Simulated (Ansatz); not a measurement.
# Ta2NO2 monolayer: a soft mode frozen in

Aim: this structure of Ta2NO2 monolayer is to be tested for unstable modes, and one is followed downhill.

Program: Ansatz 0.2.0. Level of theory: DFT PBEsol, scalar-relativistic, plane waves, PAW; PAW set soft_1. Results are calculated unless marked as measured.

Report form: the programs' logs are mostly left out.

## Step 1: Set-up

The cell holds 5 atoms: 1 N, 2 Ta and 2 O. Its edges and angles: a = 3.101 Å, b = 3.101 Å, c = 32.600 Å, α = 90.0°, β = 90.0°, γ = 120.0°. Vacuum lies along c.

## Step 2: The dispersion

The cell comes from relaxations at this level that are not shown. Stability and thermal properties need the whole zone. Linear response on a 4×4×1 q mesh gives force constants as far as a supercell of that size would.

Contents of input.yaml:

```yaml
crystal:
  lattice:
    - [3.1012477371, 0.0, 0.0]
    - [-1.5506238685, 2.6857593238, 0.0]
    - [0.0, 0.0, 32.6]
  atoms:
    - { symbol: "N", position: [0.0, 0.0, 0.3067484663] }
    - { symbol: Ta, position: [0.3333333333, 0.6666666667, 0.3430484821] }
    - { symbol: Ta, position: [0.6666666667, 0.3333333333, 0.2704484504] }
    - { symbol: O, position: [0.6666666667, 0.3333333333, 0.3761112037] }
    - { symbol: O, position: [0.3333333333, 0.6666666667, 0.2373857288] }
  periodic: [true, true, false]
kpoints:
  mp_grid: { grid: [20, 20, 1] }
hamiltonian:
  xc: pbesol
  pseudopotentials: { kind: paw, azcp: { folder: soft_1 }, xc_functional: pbe }
scf:
  occupations: { method: methfessel_paxton, width: 0.2 }
output:
  eigenvalues: true
phonons:
  method: dfpt
  qmesh: [4, 4, 1]
  temperatures: { t_max: 1000, t_step: 50 }
  qpath:
    path:
      - [0.0, 0.0, 0.0]
      - [0.5, 0.0, 0.0]
      - [0.33333333, 0.33333333, 0.0]
      - [0.0, 0.0, 0.0]
    npoints: 10
```

On the command line:

```console
> ansatz run input.yaml --threads 4 --pin off --max-ram 16384MiB --backend cpu --events-out ev --progress --plain --runs-dir out
```

Wall time 31 min (4 threads of Arm Neoverse V2, shared host); peak memory 5.6 GiB; 2.1 h of CPU time.

This step gave:

- gap on the k-mesh: 0 eV
- sum-rule residual before enforcement: 3.11e-5 eV/Å²
- lowest frequency on the path: -160.6 cm⁻¹
- point group: -3m
- highest frequency on the path or at a solved wavevector: 650.2 cm⁻¹
- area per atom: 1.666 Å²
- highest optical mode at the zone centre (no LO-TO term): 639.5 cm⁻¹
- lowest optical zone-centre mode: 115.9 cm⁻¹
- lowest mode on the q mesh (acoustic modes at Γ apart): -156.5 cm⁻¹

Frequencies (cm⁻¹) solved at each irreducible wavevector; negative means imaginary. Frequencies by wavevector, by row:

```csv
q in reciprocal lattice units,star,mode 1,mode 2,mode 3,mode 4,mode 13,mode 14,mode 15
0 0 0,1,0,0,0,115.9,601.1,639.5,639.5
0 0.25 0,6,75.5,76.1,109.5,110.5,597.1,621.4,638.8
0 -0.5 0,3,-83.6,-66.1,11.8,45.5,580.8,610.2,613.4
0.25 0.25 0,6,-156.5,-17.4,56.7,97.1,573.4,612,633.8
```

Interpolated from a 4×4×1 q mesh. The phonon branches at the labelled points (cm⁻¹):

```csv
point,branch 1,branch 2,branch 3,branch 4,branch 12,branch 13,branch 14,branch 15
Γ,0,0,0,116,565,601,640,640
halfway,76,76,110,110,525,597,621,639
M,-84,-66,12,46,492,581,610,613
halfway,-86,-62,-11,59,486,577,613,616
K,-54,-54,59,83,481,591,591,618
halfway,-71,82,110,113,518,596,607,650
Γ,0,0,0,116,565,601,640,640
```

Symmetry leaves 4 wavevectors to solve. The lowest mode among them, the acoustic zeros apart, lies at q = (0.25, 0.25, 0) and is imaginary, 156.5i cm⁻¹, so the energy falls along it. Between them the interpolated path dips to 161i cm⁻¹.

## Step 3: The mode frozen in, largest atomic shift 0 Å

The mode followed lies at q = (0, -0.5, 0) with frequency 66.1i cm⁻¹, one of the unstable modes though not the softest. At small amplitude the distorted cell has space group no. 11 by a symmetry search on the positions. The undistorted cell that holds it gives the zero of energy on the same k mesh.

System of this step: Ta2NO2 monolayer. The cell holds 10 atoms: 2 N, 4 Ta and 4 O. Its edges and angles: a = 3.101 Å, b = 5.372 Å, c = 32.600 Å, α = 90.0°, β = 90.0°, γ = 90.0°. It derives from Ta2NO2. Vacuum lies along c.

Contents of input.yaml:

```yaml
crystal:
  lattice:
    - [3.1012477371, 0.0, 0.0]
    - [0.0, 5.3715186475, 0.0]
    - [0.0, 0.0, 32.6]
  atoms:
    - { symbol: "N", position: [0.5, 0.5, 0.3067484663] }
    - { symbol: "N", position: [0.0, 0.0, 0.3067484663] }
    - { symbol: Ta, position: [0.0, 0.3333333333, 0.3430484821] }
    - { symbol: Ta, position: [0.5, 0.8333333333, 0.3430484821] }
    - { symbol: Ta, position: [0.5, 0.1666666667, 0.2704484504] }
    - { symbol: Ta, position: [1.0, 0.6666666667, 0.2704484504] }
    - { symbol: O, position: [0.5, 0.1666666667, 0.3761112037] }
    - { symbol: O, position: [1.0, 0.6666666667, 0.3761112037] }
    - { symbol: O, position: [0.0, 0.3333333333, 0.2373857288] }
    - { symbol: O, position: [0.5, 0.8333333333, 0.2373857288] }
  periodic: [true, true, false]
kpoints:
  mp_grid: { grid: [12, 8, 1] }
hamiltonian:
  xc: pbesol
  pseudopotentials: { kind: paw, azcp: { folder: soft_1 }, xc_functional: pbe }
scf:
  occupations: { method: methfessel_paxton, width: 0.2 }
output:
  forces: true
  stress: true
  eigenvalues: true
```

The job ended after 23 s (4 threads; peak memory 1.5 GiB).

Numbers from this step:

```
energy from the undistorted cell : 0 meV/atom
```

## Step 4: The mode frozen in, largest atomic shift 0.08 Å

The atoms are moved along the unstable eigenvector, the largest shift by 0.08 Å, with the cell fixed.

input.yaml, the sections that differ from step 3:

```yaml
crystal:
  lattice:
    - [3.1012477371, 0.0, 0.0]
    - [0.0, 5.3715186475, 0.0]
    - [0.0, 0.0, 32.6]
  atoms:
    - { symbol: "N", position: [0.5, 0.5145202693, 0.3072943062] }
    - { symbol: "N", position: [0.0, -0.0145202693, 0.3062026264] }
    - { symbol: Ta, position: [0.0, 0.3258762719, 0.3415383262] }
    - { symbol: Ta, position: [0.5, 0.8407903948, 0.3445586381] }
    - { symbol: Ta, position: [0.5, 0.1741237281, 0.2719586064] }
    - { symbol: Ta, position: [1.0, 0.6592096052, 0.2689382945] }
    - { symbol: O, position: [0.5, 0.1648437498, 0.3769029016] }
    - { symbol: O, position: [1.0, 0.6684895835, 0.3753195059] }
    - { symbol: O, position: [0.0, 0.3351562502, 0.236594031] }
    - { symbol: O, position: [0.5, 0.8315104165, 0.2381774266] }
  periodic: [true, true, false]
# kpoints, hamiltonian, scf, output: as in step 3
```

It took 22 s on 4 threads; peak memory 1.5 GiB; 88 s of CPU time.

Numbers from this step:

```
energy from the undistorted cell : -1.783 meV/atom
```

The energy, extrapolated to zero smearing, is -1.78 meV/atom against the undistorted cell.

## Step 5: Energy along the mode, all amplitudes (two of the runs are shown above)

An imaginary frequency means negative curvature, so the energy should fall and then rise again as anharmonic terms take over.

Numbers from this step:

| Quantity | Value |
| --- | --- |
| depth at the lowest point sampled | 1.783 meV/atom |
| largest atomic shift at that point | 0.08 Å |

The energy from the parent by largest atomic shift:

```csv
largest atomic shift (Å),energy from the parent (meV/atom)
0.0000,0
0.0400,-0.622
0.0800,-1.78
0.1400,2.43
0.2200,44.6
```

Displacement at unit largest shift by atom:

```csv
atom,x (Å),y (Å),z (Å),size
N1,0.000,0.975,0.222,1.000
N2,0.000,-0.975,-0.222,1.000
Ta3,0.000,-0.501,-0.615,0.793
Ta4,0.000,0.501,0.615,0.793
Ta5,0.000,0.501,0.615,0.793
Ta6,0.000,-0.501,-0.615,0.793
O7,0.000,-0.122,0.323,0.345
O8,0.000,0.122,-0.323,0.345
O9,0.000,0.122,-0.323,0.345
O10,0.000,-0.122,0.323,0.345
```

The lowest of the steps tried is at 0.08 Å, 1.78 meV/atom below the parent; the bottom of the well need not coincide with a step.

## Step 6: Relaxing from the distorted cell

Starting from the lowest point found, all atoms and the cell are let go, so that strain and other modes of the same symmetry can join in.

input.yaml, as its differences from that of step 4:

```diff
@@ -28 +28,10 @@
   eigenvalues: true
+  write_density: true
+  write_potential: true
+  elf: true
+  volumetric_format: npy
+relax:
+  adjacent_minimum: "off"
+  f_tol: 0.002
+  max_steps: 120
+  cell: { stress_2d_tol: 0.005 }
```

Wall time 6.6 min (4 threads); peak memory 1.6 GiB.

Step by step:

```csv
step,energy less that of the first step (eV),largest force component (eV/Å),volume (Å³)
1,0.0000,0.2714,543.06
2,-0.0113,0.2843,542.79
3,-0.0199,0.2968,543.64
4,-0.0652,0.3547,545.53
5,0.2202,2.0275,546.62
6,-0.0927,0.1729,544.72
7,-0.0944,0.1476,545.50
8,-0.0974,0.0342,544.36
9,-0.0975,0.0062,544.28
10,-0.0975,0.0019,544.31
11,-0.0975,0.0007,544.31
12*,-0.0988,0.0005,544.31
13,-0.0989,0.0103,544.32
14,-0.0989,0.0024,544.37
15,-0.0989,0.0009,544.36
16*,-0.0989,0.0009,544.36
```

Relaxation steps marked * repeat the geometry before them on a plane-wave basis chosen anew for their cell, so energy and pressure can jump there. Relaxation step 5 was tried and not accepted.

Forces are held to the 4 operations that the run works with; a distortion that breaks them can't arise in this run.

```csv
cell as run,before,after,change
a (Å),3.101,3.055,-1.5 %
b (Å),5.372,5.466,+1.8 %
```

The atoms that moved most (Å, along periodic axes as changes of fractional coordinates times the final cell, across vacuum about the mean position):

```csv
atom,dx,dy,dz,length
Ta4,0.000,0.146,0.088,0.170
Ta6,0.000,-0.146,-0.088,0.170
N1,0.000,0.068,-0.014,0.069
N2,0.000,-0.068,0.014,0.069
O9,0.000,-0.046,-0.046,0.065
O7,0.000,0.046,0.046,0.065
Ta5,0.000,-0.042,0.039,0.057
Ta3,0.000,0.042,-0.039,0.057
```

The relaxed structure:

```cif
data_structure
_symmetry_space_group_name_H-M 'P 1'
_symmetry_Int_Tables_number 1
_cell_length_a 3.0551
_cell_length_b 5.4657
_cell_length_c 32.6000
_cell_angle_alpha 90.000
_cell_angle_beta 90.000
_cell_angle_gamma 90.000
_cell_volume 544.36
loop_
_atom_site_label
_atom_site_type_symbol
_atom_site_fract_x
_atom_site_fract_y
_atom_site_fract_z
_atom_site_occupancy
N1 N 0.50000 0.52687 0.30686 1
N2 N 0.00000 0.97313 0.30663 1
Ta3 Ta 0.00000 0.33348 0.34034 1
Ta4 Ta 0.50000 0.86743 0.34727 1
Ta5 Ta 0.50000 0.16652 0.27316 1
Ta6 Ta 0.00000 0.63257 0.26623 1
O7 O 0.50000 0.17331 0.37832 1
O8 O 0.00000 0.67220 0.37412 1
O9 O 0.00000 0.32669 0.23518 1
O10 O 0.50000 0.82780 0.23938 1
```

This step gave:

```
area per atom : 1.67 Å²
```

Electrostatic potential energy in the bc plane at fractional x = 0.000, with atoms of N and Ta and O within 0.2 Å of it. With pseudopotentials it is smooth inside the atoms' cores, unlike the true potential.

Ten even steps from '_' (-43 eV) to '@' (0 eV), each cell a mean:
```
@@@@@@@@@@@@@@@@@@@@@@@@@@@@@@
@@@@@@@@@@@@@@@@@@@@@@@@@@@@@@
@@@@@@@@@@@@@@@@@@@@@@@@@@@@@@
@@@@@@@@@@@@@@@@@@@@@@@@@@@@@@
@@@@@@@@@@@@@@@@@@@@@@@@@@@@@@
@@@@@@@@@@@@@@@@@@@@@@@@@@@@@@
@@@@@@@@@@@@@@@@@@@@@@@@@@@@@@
@@@@@@@@@@@@@@@@@@@@@@@@@@@@@@
@@@@@@@@@@@@@@@@@@@@@@@@@@@@@@
@@@@@@@@@@@@@@@@@@@@@@@@@@@@@@
@@@@@@@@@@@@@@@@@@@@@@@@@@@@@@
@@@@@@@@@@@@@@@@@@@@@@@@@@@@@@
@@@@@@@@@@@@@@@@@@@@@@@@@@@@@@
@@@@@@@@@@@@@@@@@@@@@@@@@@@@@@
@@@@@@@@%%%%@@@@%%++==++%%@@@@
%%%%**::____..==**++++**##%%%%
..++##**====++**##**######--..
%%%%%%%%##****--______..++##%%
@@@@@@**::::==%%##****##%%@@@@
@@@@@@@@@@@@@@@@@@@@@@@@@@@@@@
@@@@@@@@@@@@@@@@@@@@@@@@@@@@@@
@@@@@@@@@@@@@@@@@@@@@@@@@@@@@@
@@@@@@@@@@@@@@@@@@@@@@@@@@@@@@
@@@@@@@@@@@@@@@@@@@@@@@@@@@@@@
```
Columns run along b (5.5 Å; values clipped at the 3rd and 97th percentile), rows up along c (32.6 Å). Atoms in or near the plane, at fractional coordinates: N at (0.97, 0.31), Ta at (0.33, 0.34), Ta at (0.63, 0.27), O at (0.67, 0.37), O at (0.33, 0.24).

Valence density in the bc plane at fractional x = 0.000, with atoms of N and Ta and O within 0.2 Å of it. It is the smooth field of the valence electrons, not physical close to the nuclei.

Values in e/Å³, 24 rows by 15 columns, each cell a mean:
```
0.0 0.0 0.0 0.0 0.0 0.0 0.0 0.0 0.0 0.0 0.0 0.0 0.0 0.0 0.0
0.0 0.0 0.0 0.0 0.0 0.0 0.0 0.0 0.0 0.0 0.0 0.0 0.0 0.0 0.0
0.0 0.0 0.0 0.0 0.0 0.0 0.0 0.0 0.0 0.0 0.0 0.0 0.0 0.0 0.0
0.0 0.0 0.0 0.0 0.0 0.0 0.0 0.0 0.0 0.0 0.0 0.0 0.0 0.0 0.0
0.0 0.0 0.0 0.0 0.0 0.0 0.0 0.0 0.0 0.0 0.0 0.0 0.0 0.0 0.0
0.0 0.0 0.0 0.0 0.0 0.0 0.0 0.0 0.0 0.0 0.0 0.0 0.0 0.0 0.0
0.0 0.0 0.0 0.0 0.0 0.0 0.0 0.0 0.0 0.0 0.0 0.0 0.0 0.0 0.0
0.0 0.0 0.0 0.0 0.0 0.0 0.0 0.0 0.0 0.0 0.0 0.0 0.0 0.0 0.0
0.0 0.0 0.0 0.0 0.0 0.0 0.0 0.0 0.0 0.0 0.0 0.0 0.0 0.0 0.0
0.0 0.0 0.0 0.0 0.0 0.0 0.0 0.0 0.0 0.0 0.0 0.0 0.0 0.0 0.0
0.0 0.0 0.0 0.0 0.0 0.0 0.0 0.0 0.0 0.0 0.0 0.0 0.0 0.0 0.0
0.0 0.0 0.0 0.0 0.0 0.0 0.0 0.0 0.0 0.0 0.0 0.0 0.0 0.0 0.0
0.0 0.0 0.0 0.0 0.0 0.0 0.0 0.0 0.0 0.0 0.0 0.0 0.0 0.0 0.0
0.0 0.0 0.0 0.0 0.0 0.0 0.0 0.0 0.0 0.0 0.0 0.0 0.0 0.0 0.0
0.0 0.0 0.1 0.1 0.1 0.1 0.1 0.2 0.6 2.2 3.0 1.6 0.4 0.1 0.0
0.3 0.3 0.5 1.9 3.3 3.3 2.9 1.0 0.7 1.7 2.2 1.3 0.5 0.3 0.3
2.5 1.2 0.5 0.7 1.3 1.5 1.1 0.5 0.4 0.4 0.4 0.3 0.6 1.6 2.7
0.4 0.3 0.3 0.4 0.8 0.9 0.7 1.1 3.3 4.0 3.9 2.2 0.5 0.3 0.4
0.0 0.1 0.3 1.2 3.6 4.3 2.0 0.6 0.4 0.5 0.4 0.2 0.1 0.1 0.0
0.0 0.0 0.0 0.0 0.0 0.0 0.0 0.0 0.0 0.0 0.0 0.0 0.0 0.0 0.0
0.0 0.0 0.0 0.0 0.0 0.0 0.0 0.0 0.0 0.0 0.0 0.0 0.0 0.0 0.0
0.0 0.0 0.0 0.0 0.0 0.0 0.0 0.0 0.0 0.0 0.0 0.0 0.0 0.0 0.0
0.0 0.0 0.0 0.0 0.0 0.0 0.0 0.0 0.0 0.0 0.0 0.0 0.0 0.0 0.0
0.0 0.0 0.0 0.0 0.0 0.0 0.0 0.0 0.0 0.0 0.0 0.0 0.0 0.0 0.0
```
Columns run along b (5.5 Å), rows up along c (32.6 Å). Atoms in or near the plane, at fractional coordinates: N at (0.97, 0.31), Ta at (0.33, 0.34), Ta at (0.63, 0.27), O at (0.67, 0.37), O at (0.33, 0.24).

ELF in the bc plane at fractional x = 0.000, with atoms of N and Ta and O within 0.2 Å of it. It is the smooth field of the valence electrons, not physical close to the nuclei.

Values, 24 rows by 15 columns, each cell a mean:
```
0.00 0.00 0.00 0.00 0.00 0.00 0.00 0.00 0.00 0.00 0.00 0.00 0.00 0.00 0.00
0.00 0.00 0.00 0.00 0.00 0.00 0.00 0.00 0.00 0.00 0.00 0.00 0.00 0.00 0.00
0.00 0.00 0.00 0.00 0.00 0.00 0.00 0.00 0.00 0.00 0.00 0.00 0.00 0.00 0.00
0.00 0.00 0.00 0.00 0.00 0.00 0.00 0.00 0.00 0.00 0.00 0.00 0.00 0.00 0.00
0.00 0.00 0.00 0.00 0.00 0.00 0.00 0.00 0.00 0.00 0.00 0.00 0.00 0.00 0.00
0.00 0.00 0.00 0.00 0.00 0.00 0.00 0.00 0.00 0.00 0.00 0.00 0.00 0.00 0.00
0.00 0.00 0.00 0.00 0.00 0.00 0.00 0.00 0.00 0.00 0.00 0.00 0.00 0.00 0.00
0.00 0.00 0.00 0.00 0.00 0.00 0.00 0.00 0.00 0.00 0.00 0.00 0.00 0.00 0.00
0.00 0.00 0.00 0.00 0.00 0.00 0.00 0.00 0.00 0.00 0.00 0.00 0.00 0.00 0.00
0.00 0.00 0.00 0.00 0.00 0.00 0.00 0.00 0.00 0.00 0.00 0.00 0.00 0.00 0.00
0.00 0.00 0.00 0.00 0.00 0.00 0.00 0.00 0.00 0.00 0.00 0.00 0.00 0.00 0.00
0.00 0.00 0.00 0.00 0.00 0.00 0.00 0.00 0.00 0.00 0.00 0.00 0.00 0.00 0.00
0.00 0.00 0.00 0.00 0.00 0.00 0.00 0.00 0.00 0.00 0.00 0.00 0.00 0.00 0.00
0.00 0.00 0.00 0.00 0.00 0.00 0.00 0.02 0.07 0.12 0.13 0.09 0.04 0.01 0.00
0.02 0.03 0.03 0.04 0.05 0.05 0.07 0.32 0.68 0.72 0.67 0.70 0.56 0.23 0.05
0.35 0.25 0.23 0.53 0.53 0.44 0.58 0.38 0.40 0.51 0.49 0.50 0.40 0.31 0.34
0.57 0.70 0.37 0.30 0.45 0.46 0.41 0.29 0.24 0.21 0.16 0.21 0.56 0.74 0.51
0.39 0.32 0.27 0.36 0.44 0.45 0.34 0.38 0.67 0.48 0.60 0.62 0.23 0.24 0.37
0.02 0.11 0.49 0.77 0.72 0.66 0.78 0.58 0.25 0.22 0.20 0.12 0.06 0.04 0.02
0.00 0.01 0.07 0.18 0.26 0.26 0.20 0.11 0.03 0.01 0.01 0.00 0.00 0.00 0.00
0.00 0.00 0.00 0.00 0.00 0.00 0.00 0.00 0.00 0.00 0.00 0.00 0.00 0.00 0.00
0.00 0.00 0.00 0.00 0.00 0.00 0.00 0.00 0.00 0.00 0.00 0.00 0.00 0.00 0.00
0.00 0.00 0.00 0.00 0.00 0.00 0.00 0.00 0.00 0.00 0.00 0.00 0.00 0.00 0.00
0.00 0.00 0.00 0.00 0.00 0.00 0.00 0.00 0.00 0.00 0.00 0.00 0.00 0.00 0.00
```
Columns run along b (5.5 Å), rows up along c (32.6 Å). Atoms in or near the plane, at fractional coordinates: N at (0.97, 0.31), Ta at (0.33, 0.34), Ta at (0.63, 0.27), O at (0.67, 0.37), O at (0.33, 0.24).

The distorted start has space group P2_1/m; the relaxation ends in P2_1/m.

## Step 7: The phases reached

The phases reached along the modes that were followed are set side by side.

Energies are those of the first relaxation, on the mesh of the frozen mode; space group, volume and gap are those of the last relaxation. Phases, by row:

```csv
mode frozen in,space group,energy from parent (meV/atom),volume (Å³/atom),gap on mesh (eV),lowest zone-centre optical mode (cm⁻¹),largest shift (Å)
parent,P-3m1,0,54.31,0,–,–
"q = (0, -0.5, 0), 84i cm⁻¹",P2/m,-4.39,54.46,0,–,0.09
"q = (0, -0.5, 0), 66i cm⁻¹",P2_1/m,-11.82,54.44,0,–,0.232
```

## Step 8: What came out

```json
{
 "unstable mode of the parent": "q = (0, -0.5, 0), 66i cm⁻¹",
 "depth at the lowest point sampled": "1.78 meV/atom",
 "largest atomic shift at that point": "0.08 Å",
 "space group reached (within 0.01 Å)": "P2_1/m",
 "energy gained over the parent (first relaxation, on the mesh of the frozen mode)": "11.8 meV/atom",
 "area per atom, phase reached": "1.67 Å²"
}
```

What this shows: Along this mode the structure falls into P2_1/m, 11.8 meV/atom below the parent. At the parent's cell the well is 1.783 meV/atom deep on the steps tried, with its lowest point at a shift of 0.08 Å. Relaxing atoms and cell changes the gain by +10.03 meV/atom against the lowest step (energies at zero smearing). Most of the total comes from this relaxation. The modes of the phase reached were not computed on this path. Of the 2 patterns followed to their end from this parent, this one reaches the lowest energy. Each path keeps the symmetry of its pattern, so a lower phase may lie along a pattern not tried. With no gap, or one that is small against the smearing, the frequencies hang on the k mesh and the smearing, most of all near Kohn anomalies. The phonon runs are without spin polarisation, although the cell has an odd electron count. In a sheet or slab the interpolated bending branch near Γ is rough, since the rotational sum rule isn't imposed. Spin-orbit coupling is left out, which can matter for the heavy elements here. The PAW files were made for PBE and serve the other functionals too. A phonon run warned that its eigensolver left some bands unconverged in a pass. The starting cell was built on a prototype and not taken from a measurement.

[Logs are printed without paths, hosts, clocks, repeated set-up lines and the standing remarks that a program may print on its own settings, such as how far it seeks lower states.]

[Hosts, paths, dates, database ids (printed as entryN), source tags and the programs' standing remarks are cut or masked in the printed files.]
